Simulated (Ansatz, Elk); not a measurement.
# NiBiAs: X-ray structure factors from the self-consistent density

Structure refinements treat a crystal as free atoms side by side. For a made-up structure of NiBiAs (cell and positions from a PBEsol relaxation) the runs below show what the calculated density changes in F(hkl).

Method: DFT, PBE, all-electron APW+lo, Dirac cores, scalar-relativistic bands, static density, no spin, in Elk 11.2.3 (patched build).

This account leaves out most program logs.

The structure was built from a prototype and need not be the compound's stable phase.

### 1. The starting structure

Symmetry: P-6m2, No. 187, hexagonal system. The conventional cell has a = 4.011 Å, b = 4.011 Å, c = 4.167 Å, α = 90.00°, β = 90.00°, γ = 120.00°. Nearest to Bi lie 6 Ni at 3.11 Å and 6 As at 3.11 Å. As has 3 Ni at 2.32 Å and 6 Bi at 3.11 Å nearest. Nearest to Ni lie 3 As at 2.32 Å and 6 Bi at 3.11 Å. Farther neighbours are not listed.

### 2. Ground state and structure factors

An all-electron density is needed, since X-rays see the cores too. Task 0 finds the density and task 195 Fourier-transforms it; tshift is off so that phases refer to the origin typed.

elk.in reads:

```
tasks
  0
  195

xctype
  20

spinpol
  .false.

rgkmax
  7.0

gmaxvr
  14.0

lmaxo
  7

lmaxapw
  8

swidth
  0.002

tshift
  .false.

ramdisk
  .false.

hmaxvr
  5.5

maxscl
  120

epspot
  1e-06

sppath
  './'

avec
  7.57962611063 0.00000000000 -0.00000000000
  -3.78981305531 6.56414876299 -0.00000000000
  -0.00000000000 -0.00000000000 7.87371128902

atoms
  3
  'Bi.in'
  1
  0.6666666667 0.3333333333 0.5000000000   0.000000 0.000000 0.000000
  'As.in'
  1
  0.0000000000 -0.0000000000 0.0000000000   0.000000 0.000000 0.000000
  'Ni.in'
  1
  0.3333333333 0.6666666667 0.0000000000   0.000000 0.000000 0.000000

ngridk
  7 7 6
```

Launch:

```sh
OMP_NUM_THREADS=4 elk
```

The job ended after 30 s (4 threads of Arm Neoverse V1, shared host; peak memory 0.18 GiB; 92 s of CPU time).

SFACRHO.OUT:

```text

h k l indices transformed by vhmat matrix:
   1.000000000       0.000000000       0.000000000    
   0.000000000       1.000000000       0.000000000    
   0.000000000       0.000000000       1.000000000    

      h      k      l  multipl.   |H|            Re(F)            Im(F)           |F|

      0      0      0      1   0.0000000       144.00000      0.12801153E-16   144.00000    
      0      0     -1      2  0.79799539      -21.628432      0.23370792E-13   21.628432    
      0     -1      0      3  0.95719727      -20.957976      -43.560400       48.339892    
      1     -1      0      3  0.95719727      -20.957976       43.560400       48.339892    
      0     -1     -1      6   1.2462035       51.018288       81.321754       96.000486    
      0      1     -1      6   1.2462035       51.018288      -81.321754       96.000486    
      0      0     -2      2   1.5959908       112.35125     -0.42767648E-13   112.35125    
      1      1      0      6   1.6579143       110.84344     -0.12693159E-14   110.84344    
     -1     -1     -1     12   1.8399664      -21.418396     -0.36896804E-13   21.418396    
     -1      0     -2      6   1.8610248      -18.282846       38.666483       42.771011    
     -1      1      2      6   1.8610248      -18.282846      -38.666483       42.771011    
      0      2      0      3   1.9143945      -18.186577      -38.449228       42.533454    
     -2      2      0      3   1.9143945      -18.186576       38.449228       42.533454    
      2     -2      1      6   2.0740548       43.916072       69.058177       81.839191    
      0     -2     -1      6   2.0740548       43.916072      -69.058177       81.839191    
      2     -1     -2     12   2.3012750       97.562477      0.26404098E-07   97.562477    
      0      0     -3      2   2.3939862      -20.649207     -0.21105155E-13   20.649207    
     -2      0     -2      6   2.4924071      -16.356844      -35.498672       39.085829
```

Elk indexes on the primitive cell of elk.in and gives |H| = 4π sin θ/λ in inverse bohr. Below, one row stands for each form hkl of the conventional cell (m members, Friedel mates merged), F is for one primitive cell and the density is static (no thermal factor). Free-atom factors are Waasmaier and Kirfel's, and R is Σm||F|−|F'||/Σm|F|.

```
hkl   m  sin θ/λ (Å⁻¹)  abs F, DFT  neutral atoms   diff.  abs of complex diff.
001   2          0.120      21.628         22.148  -0.520                 0.520
100   6          0.144      48.340         48.639  -0.299                 0.329
101  12          0.187      96.001         95.972  +0.029                 0.058
002   2          0.240     112.351        112.476  -0.125                 0.125
110   6          0.249     110.843        111.097  -0.254                 0.254
111  12          0.277      21.418         21.180  +0.239                 0.239
102  12          0.280      42.771         42.677  +0.094                 0.096
200   6          0.288      42.533         42.344  +0.190                 0.191
201  12          0.312      81.839         81.964  -0.124                 0.124
112  12          0.346      97.562         97.654  -0.091                 0.091
003   2          0.360      20.649         20.537  +0.112                 0.112
202  12          0.375      39.086         38.986  +0.100                 0.100
210  12          0.381      38.781         38.769  +0.012                 0.053
103  12          0.388      74.394         74.443  -0.049                 0.056
211  24          0.399      73.338         73.362  -0.024                 0.044
300   6          0.432      87.032         87.080  -0.048                 0.051
113  12          0.438      20.104         20.057  +0.047                 0.047
301  12          0.448      20.008         19.998  +0.010                 0.017
212  24          0.450      36.407         36.413  -0.007                 0.017
203  12          0.461      67.858         67.915  -0.057                 0.057
004   2          0.480      81.623         81.717  -0.093                 0.093
302  12          0.494      80.187         80.234  -0.047                 0.047
```

### 3. The highest occupied states alone

An energy window below the Fermi level keeps the highest occupied states, to see at which angles they scatter; shallow core shells can lie inside it and anion s states outside. No new self-consistency is needed.

Edit elk.in of step 2 so:

```diff
@@ -1,3 +1,2 @@
 tasks
-  0
   195
@@ -40,2 +39,5 @@
 
+wsfac
+  -0.131710 0.609290
+
 sppath
```

Launch:

```sh
OMP_NUM_THREADS=4 elk
```

Run time: 8.2 s. Hardware: 4 threads; peak memory 0.18 GiB; 12 s of CPU time.

States within 12 eV below the Fermi level hold 18.56 electrons; any levels below the window count with the cores, and a count that is not whole means the window cuts a band. Their amplitudes can exceed the total, where window and core parts have opposite phase:

```
hkl  sin θ/λ (Å⁻¹)  abs F, window  abs F, all
001          0.120          8.595      21.628
100          0.144          5.944      48.340
101          0.187          6.008      96.001
002          0.240          5.178     112.351
110          0.249          4.779     110.843
111          0.277          4.321      21.418
102          0.280          4.254      42.771
200          0.288          4.116      42.533
201          0.312          3.699      81.839
112          0.346          3.049      97.562
```

### 4. Another functional

The difference from free atoms is small, so it is set against the change that PBEsol makes.

Edit elk.in of step 3 so:

```diff
@@ -1,2 +1,3 @@
 tasks
+  0
   195
@@ -4,3 +5,3 @@
 xctype
-  20
+  22
 
@@ -39,5 +40,2 @@
 
-wsfac
-  -0.131710 0.609290
-
 sppath
```

Launch:

```sh
OMP_NUM_THREADS=4 elk
```

The job ended after 30 s (4 threads; peak memory 0.18 GiB; 91 s of CPU time).

Against the first run R = 0.01 %; the largest change is -0.016 at 300.

### 5. Basis size

A smaller basis shows how fast F responds to it; the change is likely larger than the basis error of the first run, but doesn't show convergence.

Edit elk.in of step 4 so:

```diff
@@ -5,3 +5,3 @@
 xctype
-  22
+  20
 
@@ -11,3 +11,3 @@
 rgkmax
-  7.0
+  5.5
```

Launch:

```sh
OMP_NUM_THREADS=4 elk
```

Run time: 27 s. Hardware: 4 threads; peak memory 0.18 GiB; 78 s of CPU time.

Against the first run R = 0.02 %; the largest change is +0.069 at 300.

### 6. Basis size

The basis and the expansions that go with it are enlarged, to see whether the differences are converged.

Edit elk.in of step 5 so:

```diff
@@ -11,12 +11,12 @@
 rgkmax
-  5.5
+  8.5
 
 gmaxvr
-  14.0
+  18.0
 
 lmaxo
-  7
+  9
 
 lmaxapw
-  8
+  10
```

Launch:

```sh
OMP_NUM_THREADS=4 elk
```

It took 70 s on 4 threads; peak memory 0.24 GiB; 3.6 min of CPU time.

Against the first run R = 0.01 %; the largest change is +0.017 at 113.

### 7. Settings against the effect

```
                              run  R against the first run (%)  R against neutral atoms, low angle (%)  wall time
                    PBE, rgkmax 7                         0.00                                    0.30       30 s
                           PBEsol                         0.01                                    0.29       30 s
                       rgkmax 5.5                         0.02                                    0.30       27 s
rgkmax 8.5 with larger expansions                         0.01                                    0.29       70 s
```

### 8. Results

```
R against neutral atoms, sin θ/λ < 0.3 Å⁻¹ : 0.30 %
R against neutral atoms, 0.3 to 0.82 Å⁻¹   : 0.08 %
```

What this shows: Independent neutral atoms miss the calculated amplitudes by R = 0.30 % below 0.3 Å⁻¹ and 0.08 % from there to 0.82 Å⁻¹; by shells, 0.85 % below 0.15 Å⁻¹ (2 forms), 0.24 % 0.15 to 0.3 (6 forms), 0.09 % 0.3 to 0.45 (10 forms), 0.07 % above 0.45 (61 forms). Bonding, aspherical density and the tables' own atoms all enter these figures, and the runs don't part them. The largest change of an amplitude is -0.52 electrons, at 001. R counts amplitudes alone; phases shift too. The window's part falls from 18.6 electrons at the origin to at most 2.07 between 0.45 and 0.82 Å⁻¹, where compact states inside the window still scatter. Below 0.3 Å⁻¹ the changes that finished (PBEsol, rgkmax 5.5 and rgkmax 8.5 with larger expansions) move F by R = 0.03 % at most, against the 0.30 % that separates it from free atoms. The k-mesh has no finished test. These runs have no spin, though d or f shells may be open. Spin-orbit coupling is left out, which can matter for elements this heavy. Part of the difference isn't bonding: the tables are fits to free atoms and ions calculated by other methods than this functional. Thermal motion, anomalous dispersion and extinction are left out.

[Logs are printed without paths, hosts, clocks, repeated set-up lines and the standing remarks that a program may print on its own settings, such as how far it seeks lower states.]

[Hosts, paths, dates, database ids (printed as entryN), source tags and the programs' standing remarks are cut or masked in the printed files.]
